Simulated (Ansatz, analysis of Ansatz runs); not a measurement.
# A hop of H in MgH2 (Pbcn), charge +1, part 2 of 2

Wanted: path and barrier of a jump of H in MgH2 (Pbcn) at charge +1. The case: V_H hop (2.5 Å), in a cell of 96 host atoms with 1 H taken out.

Ansatz 0.2.0; plane-wave PAW DFT, PBEsol; nudged elastic band between two relaxed defect structures at fixed charge in a uniform background.

So far: The starting structure; Relaxation of the start point, charge +1; Relaxation of the end point, charge +1.

## Step 4: Nudged elastic band, charge +1

3 movable images are laid between the ends on a pair-potential path, which keeps atoms from colliding in the first guess. Each image feels the true force across the path and a spring force along it. The highest image is set to climb to the top of the path.

This step: plane-wave PAW DFT, PBEsol; nudged elastic band between two relaxed defect structures at fixed charge in a uniform background.

qp1_c96k1s.neb/input.yaml reads:

```yaml
crystal:
  lattice:
    - [8.95206302, 0.0, 0.0]
    - [0.0, 10.78733776, 0.0]
    - [0.0, 0.0, 9.78929049]
  atoms:
    - { symbol: Mg, position: [0.24941518, 0.41572759, 0.374112] }
    - { symbol: Mg, position: [0.00585327, 0.3322126, 0.119033] }
    - { symbol: Mg, position: [0.2510242, 0.08530365, 0.12637054] }
    - { symbol: Mg, position: [0.00161407, 0.16363093, 0.37492801] }
    - { symbol: H, position: [0.36662672, 0.44905384, 0.21182272] }
    - { symbol: H, position: [0.1137181, 0.3040372, 0.28899077] }
    - { symbol: H, position: [0.38508782, 0.30463881, 0.46196743] }
    - { symbol: H, position: [0.13590275, 0.44949357, 0.03945148] }
    - { symbol: H, position: [0.36646091, 0.05390997, 0.46227655] }
    - { symbol: H, position: [0.11620669, 0.19571768, 0.03704083] }
    - { symbol: H, position: [0.3856051, 0.19942424, 0.21209861] }
    - { symbol: H, position: [0.13635156, 0.05269148, 0.28959545] }
    - { symbol: Mg, position: [0.24819045, 0.41546425, 0.87680744] }
    - { symbol: Mg, position: [8.471e-05, 0.33484188, 0.62495971] }
    - { symbol: Mg, position: [0.24494512, 0.07886645, 0.62495139] }
    - { symbol: Mg, position: [-0.00128783, 0.16373598, 0.87300131] }
    - { symbol: H, position: [0.36372377, 0.44524055, 0.71069057] }
    - { symbol: H, position: [0.11445985, 0.30309809, 0.78894127] }
    - { symbol: H, position: [0.38507323, 0.30211099, 0.96048725] }
    - { symbol: H, position: [0.13350319, 0.44821632, 0.53820747] }
    - { symbol: H, position: [0.3652737, 0.0505111, 0.96389717] }
    - { symbol: H, position: [0.11534196, 0.19697988, 0.5397353] }
    - { symbol: H, position: [0.37699248, 0.18480622, 0.72114099] }
    - { symbol: H, position: [0.13249619, 0.04986628, 0.78964603] }
    - { symbol: Mg, position: [0.25314053, 0.9141559, 0.37355974] }
    - { symbol: Mg, position: [0.00067817, 0.83720693, 0.12746861] }
    - { symbol: Mg, position: [0.25192145, 0.58585652, 0.1259433] }
    - { symbol: Mg, position: [-0.00056556, 0.66558022, 0.37563249] }
    - { symbol: H, position: [0.36827651, 0.94832916, 0.21163407] }
    - { symbol: H, position: [0.11284724, 0.80433514, 0.29258204] }
    - { symbol: H, position: [0.38543946, 0.80009192, 0.46020708] }
    - { symbol: H, position: [0.13611316, 0.94743025, 0.0413779] }
    - { symbol: H, position: [0.37257836, 0.54874788, 0.46289872] }
    - { symbol: H, position: [0.11702971, 0.69861824, 0.0437727] }
    - { symbol: H, position: [0.38660108, 0.6982446, 0.20948083] }
    - { symbol: H, position: [0.13640408, 0.55482928, 0.29143338] }
    - { symbol: Mg, position: [0.25081146, 0.9145783, 0.87751663] }
    - { symbol: Mg, position: [0.00382142, 0.83789471, 0.62683097] }
    - { symbol: Mg, position: [0.25058735, 0.58576128, 0.62406058] }
    - { symbol: Mg, position: [0.00793204, 0.66685063, 0.87971284] }
    - { symbol: H, position: [0.36325975, 0.94468616, 0.71108988] }
    - { symbol: H, position: [0.1196388, 0.80219541, 0.78976849] }
    - { symbol: H, position: [0.38692008, 0.80230308, 0.95983068] }
    - { symbol: H, position: [0.13407918, 0.94648364, 0.53541478] }
    - { symbol: H, position: [0.36587969, 0.55232823, 0.96024522] }
    - { symbol: H, position: [0.11251651, 0.6962316, 0.54066122] }
    - { symbol: H, position: [0.38652587, 0.69564628, 0.70930554] }
    - { symbol: H, position: [0.1346492, 0.55196043, 0.78813345] }
    - { symbol: Mg, position: [0.77144908, 0.41009016, 0.35081027] }
    - { symbol: Mg, position: [0.49970681, 0.33754345, 0.12410032] }
    - { symbol: Mg, position: [0.75186872, 0.08528622, 0.12618047] }
    - { symbol: Mg, position: [0.5008474, 0.16632683, 0.374967] }
    - { symbol: H, position: [0.87625986, 0.4528705, 0.19581661] }
    - { symbol: H, position: [0.61304863, 0.30877767, 0.29314019] }
    - { symbol: H, position: [0.88260272, 0.30205422, 0.46057355] }
    - { symbol: H, position: [0.63621206, 0.44816281, 0.03646514] }
    - { symbol: H, position: [0.86468675, 0.05353515, 0.46188101] }
    - { symbol: H, position: [0.61730252, 0.19901043, 0.04291599] }
    - { symbol: H, position: [0.88224408, 0.20278191, 0.21292693] }
    - { symbol: H, position: [0.63760382, 0.05600312, 0.29186976] }
    - { symbol: Mg, position: [0.74802007, 0.41430046, 0.8701387] }
    - { symbol: Mg, position: [0.47413685, 0.31586746, 0.63707812] }
    - { symbol: Mg, position: [0.74901183, 0.08552635, 0.62593258] }
    - { symbol: Mg, position: [0.50260193, 0.15956975, 0.8832315] }
    - { symbol: H, position: [0.85254563, 0.44512746, 0.69829543] }
    - { symbol: H, position: [0.60891975, 0.30098632, 0.78841129] }
    - { symbol: H, position: [0.8855342, 0.3039639, 0.95676391] }
    - { symbol: H, position: [0.86515127, 0.0530545, 0.96147435] }
    - { symbol: H, position: [0.61564996, 0.20649783, 0.54247262] }
    - { symbol: H, position: [0.88276577, 0.19884098, 0.71009311] }
    - { symbol: H, position: [0.63456961, 0.05144881, 0.78966821] }
    - { symbol: Mg, position: [0.75001227, 0.91540821, 0.37675943] }
    - { symbol: Mg, position: [0.50120719, 0.83618817, 0.12380018] }
    - { symbol: Mg, position: [0.75119173, 0.58947196, 0.11769973] }
    - { symbol: Mg, position: [0.50143561, 0.66436232, 0.3710541] }
    - { symbol: H, position: [0.86580537, 0.94895337, 0.21356875] }
    - { symbol: H, position: [0.61675434, 0.80254291, 0.28906052] }
    - { symbol: H, position: [0.87852194, 0.79759311, 0.46737763] }
    - { symbol: H, position: [0.63559804, 0.94879492, 0.03887822] }
    - { symbol: H, position: [0.853157, 0.54867487, 0.46124496] }
    - { symbol: H, position: [0.61499139, 0.6992918, 0.03617768] }
    - { symbol: H, position: [0.8843973, 0.69758463, 0.21197941] }
    - { symbol: H, position: [0.63990451, 0.5491317, 0.2875597] }
    - { symbol: Mg, position: [0.75177457, 0.9139063, 0.87543661] }
    - { symbol: Mg, position: [0.49867676, 0.83464494, 0.62467325] }
    - { symbol: Mg, position: [0.76272, 0.60427126, 0.63290588] }
    - { symbol: Mg, position: [0.49980604, 0.66442798, 0.87338469] }
    - { symbol: H, position: [0.86576791, 0.94814761, 0.71098528] }
    - { symbol: H, position: [0.62070524, 0.79881817, 0.78519827] }
    - { symbol: H, position: [0.88689129, 0.80288736, 0.96318723] }
    - { symbol: H, position: [0.63369052, 0.9478633, 0.54015835] }
    - { symbol: H, position: [0.86209846, 0.55539485, 0.95111966] }
    - { symbol: H, position: [0.61086771, 0.68932607, 0.54039122] }
    - { symbol: H, position: [0.89443629, 0.70428192, 0.71857064] }
    - { symbol: H, position: [0.63062912, 0.55123348, 0.77860123] }
total_charge: 1
basis:
  ecutwfc: 420
  xc_grid: 2
hamiltonian:
  xc: pbesol
kpoints:
  mp_grid: { grid: [1, 1, 1], shift: [0.25, 0.25, 0.25] }
scf:
  occupations: { method: fixed }
  max_iter: 100
output:
  forces: true
neb:
  images: 3
  f_tol: 0.04
  climbing: true
  initial_path: idpp
  max_iterations: 45
  order_check: false
  final_atoms:
    - { symbol: Mg, position: [0.25053451, 0.41382379, 0.37766453] }
    - { symbol: Mg, position: [0.00124333, 0.33511466, 0.12834089] }
[... 11 atom lines left out ...]
    - { symbol: Mg, position: [-0.00030544, 0.33529336, 0.63069549] }
[... 13 atom lines left out ...]
    - { symbol: Mg, position: [0.0268651, 0.68393825, 0.36453022] }
[... 20 atom lines left out ...]
    - { symbol: Mg, position: [0.73838504, 0.39540268, 0.36884287] }
[... 4 atom lines left out ...]
    - { symbol: H, position: [0.60666405, 0.29551273, 0.28333422] }
    - { symbol: H, position: [0.89037346, 0.31049662, 0.46118735] }
[... 9 atom lines left out ...]
    - { symbol: H, position: [0.86110223, 0.45063487, 0.71412475] }
[... 9 atom lines left out ...]
    - { symbol: Mg, position: [0.50098462, 0.66485671, 0.37675552] }
[... 4 atom lines left out ...]
    - { symbol: H, position: [0.64776783, 0.45114594, 0.54034698] }
[... 2 atom lines left out ...]
    - { symbol: H, position: [0.64860278, 0.55454767, 0.30353869] }
[... 2 atom lines left out ...]
    - { symbol: Mg, position: [0.72948854, 0.58967165, 0.65091788] }
[... 6 atom lines left out ...]
    - { symbol: H, position: [0.61850123, 0.69765057, 0.54107495] }
[... 1 atom line left out ...]
    - { symbol: H, position: [0.62455179, 0.54653515, 0.80574028] }
```

Run with:

```bash
> ansatz run input.yaml --threads 4 --pin off --max-ram 14131MiB --backend cpu --events-out ev --progress --plain --runs-dir out
```

Numbers of over 12 decimals in the logs are rounded to 6 here.

The log of the run:

```text
[...]
Warning: neb: disabling space-group detection — the band's intermediate images generally break the endpoint symmetry, so the full k-mesh is solved, and no spatial operation symmetrises the density, except that a semilocal band can use its path's symmetry [...]
[...]
parallel-image band execution: 3 concurrent image workers
NEB image 0
Crystal: 95 atoms, lattice volume = 945.341 Å³
Basis set: ecut = 420 eV, 18469 PW (Γ), exchange–correlation on 120×150×144 points (8 copies of the dense FFT grid, shifted against one another)
Bands: 286, of which v1, the nominal top of the filled ones, is band 191 counted from 1 (190 counted from 0)
Symmetry: 1 space group operations
k-points: 1
[...]
SCF iter   1: F=—  HF=-62192.875587 eV  |F-HF|=—  |Δ(HF+E_count)|=         —  Δρ=8.87e-3  dr2=6.16e-1  ethr=1.77e-3  ⟨swp⟩=6.0  Hψ=792  notcnv=0  defer=93
[...]
SCF iter   7: F=-62192.624963 eV  HF=-62192.624963 eV  |F-HF|=2.33e-10  |Δ(HF+E_count)|=   5.46e-7  Δρ=1.00e-6  dr2=1.76e-8  ethr=2.62e-11  ⟨swp⟩=4.0  Hψ=735  notcnv=0
SCF 1 converged in 7 iterations: F = -62192.624963 eV  dr2 = 1.76e-8
[...]
NSCF: frozen V_eff on 1 k-points
NEB image 4
SCF iter   1: F=—  HF=-62192.875607 eV  |F-HF|=—  |Δ(HF+E_count)|=         —  Δρ=8.87e-3  dr2=6.16e-1  ethr=1.77e-3  ⟨swp⟩=6.0  Hψ=792  notcnv=0  defer=93
[...]
SCF iter   7: F=-62192.625002 eV  HF=-62192.625002 eV  |F-HF|=1.31e-10  |Δ(HF+E_count)|=   5.51e-7  Δρ=1.01e-6  dr2=1.78e-8  ethr=2.62e-11  ⟨swp⟩=5.0  Hψ=736  notcnv=0
SCF 2 converged in 7 iterations: F = -62192.625002 eV  dr2 = 1.78e-8
[...]
NEB end point (image 0): max|allowed force component| = 1.096e-2 eV/Å (the criterion of neb.relax_end_points is 1.000e-2)
NEB end point (image 4): max|allowed force component| = 7.239e-3 eV/Å (the criterion of neb.relax_end_points is 1.000e-2)
NEB image 1
SCF iter   1: F=—  HF=-62192.598748 eV  |F-HF|=—  |Δ(HF+E_count)|=         —  Δρ=8.85e-3  dr2=6.06e-1  ethr=1.77e-3  ⟨swp⟩=6.0  Hψ=792  notcnv=0  defer=93
[...]
SCF iter   7: F=-62192.349361 eV  HF=-62192.349361 eV  |F-HF|=5.53e-10  |Δ(HF+E_count)|=   2.99e-7  Δρ=8.57e-7  dr2=1.32e-8  ethr=2.62e-11  ⟨swp⟩=4.0  Hψ=735  notcnv=0
SCF 3 converged in 7 iterations: F = -62192.349361 eV  dr2 = 1.32e-8
NEB image 2
SCF iter   1: F=—  HF=-62192.386450 eV  |F-HF|=—  |Δ(HF+E_count)|=         —  Δρ=8.82e-3  dr2=5.95e-1  ethr=1.77e-3  ⟨swp⟩=5.0  Hψ=792  notcnv=0  defer=93
[...]
SCF iter   7: F=-62192.137230 eV  HF=-62192.137230 eV  |F-HF|=4.87e-10  |Δ(HF+E_count)|=   5.65e-8  Δρ=5.95e-7  dr2=5.71e-9  ethr=2.62e-11  ⟨swp⟩=4.0  Hψ=707  notcnv=0
SCF 4 converged in 7 iterations: F = -62192.137230 eV  dr2 = 5.71e-9
NEB image 3
SCF iter   1: F=—  HF=-62192.587719 eV  |F-HF|=—  |Δ(HF+E_count)|=         —  Δρ=8.85e-3  dr2=6.06e-1  ethr=1.77e-3  ⟨swp⟩=6.0  Hψ=792  notcnv=0  defer=93
[...]
SCF iter   7: F=-62192.338412 eV  HF=-62192.338412 eV  |F-HF|=3.78e-10  |Δ(HF+E_count)|=   2.96e-7  Δρ=8.51e-7  dr2=1.28e-8  ethr=2.62e-11  ⟨swp⟩=4.0  Hψ=735  notcnv=0
SCF 5 converged in 7 iterations: F = -62192.338412 eV  dr2 = 1.28e-8
NEB iter   1: max|band force component| = 4.826e-1 eV/Å  barrier→ = 0.4877 eV  barrier← = 0.4878 eV  CI = image 2  Δτ_max = 0.2000 Å  (35 SCF iters)
[...]
NEB iter   2: max|band force component| = 2.232e-1 eV/Å  barrier→ = 0.3877 eV  barrier← = 0.3877 eV  CI = image 2  Δτ_max = 0.0936 Å  (18 SCF iters)
[...]
NEB iter   3: max|band force component| = 2.934e-2 eV/Å  barrier→ = 0.3698 eV  barrier← = 0.3698 eV  CI = image 2  Δτ_max = 0.0132 Å  (15 SCF iters)
[...]
NEB iter   4: max|band force component| = 2.718e-2 eV/Å  barrier→ = 0.3678 eV  barrier← = 0.3678 eV  CI = image 2  Δτ_max = 0.0000 Å  (5 SCF iters)
SCF converged after 5 iterations
Free energy (F): -62192.257213 eV
[...]
Internal energy: -62192.257213 eV  (E = F + TS)
E sigma→0 (E₀):  -62192.257213 eV
Fermi energy:    2.154129 eV
[...]
--- Forces (eV/Å), atoms counted from 1 ---
  atom   1  Mg     0.00156748     0.00069728     0.00457394
  atom   2  Mg    -0.00652265    -0.00088328     0.00293069
  [... 11 atoms left out ...]
  atom  14  Mg    -0.00537896     0.00729228     0.00223750
  [... 13 atoms left out ...]
  atom  28  Mg    -0.00165564     0.00240218     0.00327029
  [... 20 atoms left out ...]
  atom  49  Mg     0.00472056    -0.00902194     0.00124119
  [... 5 atoms left out ...]
  atom  55  H     -0.00883285     0.00627729    -0.00308677
  [... 9 atoms left out ...]
  atom  65  H      0.00724624    -0.00226849     0.00381548
  [... 14 atoms left out ...]
  atom  80  H      0.00514207    -0.00346255     0.00459367
  [... 2 atoms left out ...]
  atom  83  H     -0.00547658     0.00142801     0.00183200
  [... 2 atoms left out ...]
  atom  86  Mg    -0.00754368     0.01855229    -0.01511705
  [... 6 atoms left out ...]
  atom  93  H      0.00369211    -0.00364392     0.00507103
  [... 1 atom left out ...]
  atom  95  H      0.00605498    -0.00356595     0.00318333
  max |Σ_I F_I| component: 1.36e-5 eV/Å
--- Band table (eV) ---
[...]
this run last wrote the band of iteration 4 to <dir>; this run last wrote the band within `neb.f_tol` of iteration 3 to <dir>
--- NEB band (5 images, 4 band iterations, 73 SCF iterations) ---
  forward barrier  = 0.367750 eV
  backward barrier = 0.367789 eV
  climbing image's point = of an order that was not read
  energies are F+E_penalty+E_count in eV, relative to image 0
  image     s (Å)  Δ vs image 0  max|band force component| (eV/Å)
      0    0.0000      0.000000                                 —
      1    0.6563      0.207280                          2.489e-2
  *   2    1.3147      0.367750                          1.841e-2
      3    1.9787      0.207476                          2.718e-2
      4    2.6404     -0.000039                                 —
  climbing-image geometry (image 2):
  cell:  # Å, volume = 945.3413 Å³
    - [8.95206302, 0.0, 0.0]
    - [0.0, 10.78733776, 0.0]
    - [0.0, 0.0, 9.78929049]
  atoms:
    - { symbol: Mg, position: [0.249617, 0.414629, 0.375927] }
    - { symbol: Mg, position: [0.005041, 0.333547, 0.123970] }
    - { symbol: Mg, position: [0.250798, 0.085216, 0.125273] }
    - { symbol: Mg, position: [0.003308, 0.163323, 0.376953] }
    - { symbol: H, position: [0.363448, 0.447237, 0.211777] }
    - { symbol: H, position: [0.115491, 0.303061, 0.290481] }
    - { symbol: H, position: [0.387197, 0.304520, 0.461952] }
    - { symbol: H, position: [0.135454, 0.449097, 0.040559] }
    - { symbol: H, position: [0.366567, 0.054373, 0.464722] }
    - { symbol: H, position: [0.115788, 0.196432, 0.039602] }
    - { symbol: H, position: [0.382913, 0.198735, 0.211699] }
    - { symbol: H, position: [0.137420, 0.053321, 0.290042] }
    - { symbol: Mg, position: [0.247595, 0.414326, 0.876182] }
    - { symbol: Mg, position: [-0.003793, 0.335665, 0.627732] }
    - { symbol: Mg, position: [0.244999, 0.081496, 0.626909] }
    - { symbol: Mg, position: [-0.000174, 0.163606, 0.875731] }
    - { symbol: H, position: [0.364543, 0.444524, 0.709939] }
    - { symbol: H, position: [0.114826, 0.301477, 0.789788] }
    - { symbol: H, position: [0.384530, 0.301507, 0.958206] }
    - { symbol: H, position: [0.129106, 0.450267, 0.537751] }
    - { symbol: H, position: [0.364773, 0.051065, 0.962092] }
    - { symbol: H, position: [0.116726, 0.198202, 0.541904] }
    - { symbol: H, position: [0.382196, 0.187921, 0.716558] }
    - { symbol: H, position: [0.131902, 0.049581, 0.790210] }
    - { symbol: Mg, position: [0.256224, 0.917783, 0.374833] }
    - { symbol: Mg, position: [-0.001090, 0.839858, 0.121662] }
    - { symbol: Mg, position: [0.253785, 0.585654, 0.125609] }
    - { symbol: Mg, position: [0.017105, 0.678711, 0.367441] }
    - { symbol: H, position: [0.369269, 0.949941, 0.211531] }
    - { symbol: H, position: [0.118889, 0.811653, 0.284977] }
    - { symbol: H, position: [0.384549, 0.801209, 0.459838] }
    - { symbol: H, position: [0.136078, 0.948659, 0.039529] }
    - { symbol: H, position: [0.372858, 0.549089, 0.464024] }
    - { symbol: H, position: [0.116540, 0.698252, 0.043611] }
    - { symbol: H, position: [0.386521, 0.698206, 0.212249] }
    - { symbol: H, position: [0.136757, 0.555170, 0.291784] }
    - { symbol: Mg, position: [0.250355, 0.914239, 0.876569] }
    - { symbol: Mg, position: [0.002444, 0.835614, 0.627519] }
    - { symbol: Mg, position: [0.251715, 0.585011, 0.625510] }
    - { symbol: Mg, position: [0.005680, 0.663387, 0.879645] }
[...]
- { symbol: Mg, position: [0.757038, 0.396797, 0.354513] }
    - { symbol: Mg, position: [0.495525, 0.336368, 0.122187] }
    - { symbol: Mg, position: [0.750813, 0.085740, 0.126190] }
    - { symbol: Mg, position: [0.498403, 0.163944, 0.374281] }
[...]
- { symbol: Mg, position: [0.751385, 0.411479, 0.877906] }
    - { symbol: Mg, position: [0.483890, 0.320882, 0.634057] }
    - { symbol: Mg, position: [0.750790, 0.085169, 0.625050] }
    - { symbol: Mg, position: [0.501968, 0.159905, 0.880057] }
[...]
- { symbol: Mg, position: [0.750245, 0.914745, 0.376830] }
    - { symbol: Mg, position: [0.501307, 0.835763, 0.126175] }
    - { symbol: Mg, position: [0.749809, 0.588004, 0.123398] }
    - { symbol: Mg, position: [0.506090, 0.663505, 0.374200] }
[...]
- { symbol: Mg, position: [0.749920, 0.913990, 0.875623] }
    - { symbol: Mg, position: [0.497909, 0.836266, 0.624692] }
    - { symbol: Mg, position: [0.744619, 0.602128, 0.647215] }
    - { symbol: Mg, position: [0.496385, 0.666311, 0.877537] }
    - { symbol: H, position: [0.863668, 0.944903, 0.709913] }
    - { symbol: H, position: [0.619250, 0.797881, 0.787007] }
    - { symbol: H, position: [0.885802, 0.801936, 0.960242] }
    - { symbol: H, position: [0.633217, 0.949725, 0.539259] }
    - { symbol: H, position: [0.863665, 0.554582, 0.960732] }
    - { symbol: H, position: [0.612484, 0.701502, 0.542305] }
    - { symbol: H, position: [0.894002, 0.698686, 0.715059] }
    - { symbol: H, position: [0.624894, 0.547355, 0.790941] }
```

Run time: 2.2 min. Hardware: 4 threads of Arm Neoverse V2, shared host; peak memory 3.8 GiB; 7.3 min of CPU time.

The path, image by image:

```tsv
image	path (Å)	energy (eV)	H80: x, y, z (Å)
0	0.000	0.0000	7.638, 5.919, 4.515
1	0.656	0.2073	7.199, 5.698, 4.680
2	1.315	0.3678	6.712, 5.400, 4.893
3	1.979	0.2075	6.217, 5.100, 5.100
4	2.640	0.0000	5.799, 4.867, 5.290
```

Read from the output:

```yaml
free_energy: -62192.2572 eV
barrier_forward: 0.3678 eV
barrier_backward: 0.3678 eV
end_less_start: -3.90e-5 eV
hop_length: 2.255 Å
```

Track of the atom that was set to move:

```tsv
image	x (Å)	y (Å)	z (Å)	nearest neighbour	distance (Å)
0	7.638	5.919	4.515	Mg	1.959
1	7.199	5.698	4.68	Mg	1.859
2	6.712	5.4	4.893	Mg	1.812
3	6.217	5.1	5.1	Mg	1.861
4	5.799	4.867	5.29	Mg	1.959
```

The band met its tolerance of 0.04 eV/Å after 4 iterations, with image 2 on top (the start counts as 0). H80, which moves farthest between the ends, has 3 Mg at 1.96 to 2.00 Å nearest at the start and 2 Mg at 1.81 Å at the top.

## Step 5: Results

| Quantity | Value |
| --- | --- |
| barrier forward | 0.37 eV |
| barrier backward | 0.37 eV |
| end less start | 0.00 eV |
| hop length | 2.26 Å |
| band iterations, as the log counts them | 4 |

The top of the band lies 0.37 eV above the start and 0.37 eV above the end, which are alike in energy and neighbours. For hydrogen, zero-point energy and tunnelling change the rate much, so no rate follows from this barrier alone. At the top H80 stands 1.81 Å from its nearest Mg, 0.15 Å closer than at the start. The order of the top as a saddle was not checked for all atoms, so a bent path could be lower. No image-charge correction is applied; it largely cancels along a path if the charge stays localised alike. Limits: one k-point off the zone centre stands for the whole zone; periodic copies of the defect are only 9.0 Å apart.

[Logs are printed without paths, hosts, clocks, repeated set-up lines and the standing remarks that a program may print on its own settings, such as how far it seeks lower states.]

[Hosts, paths, dates, database ids (printed as entryN), source tags and the programs' standing remarks are cut or masked in the printed files.]
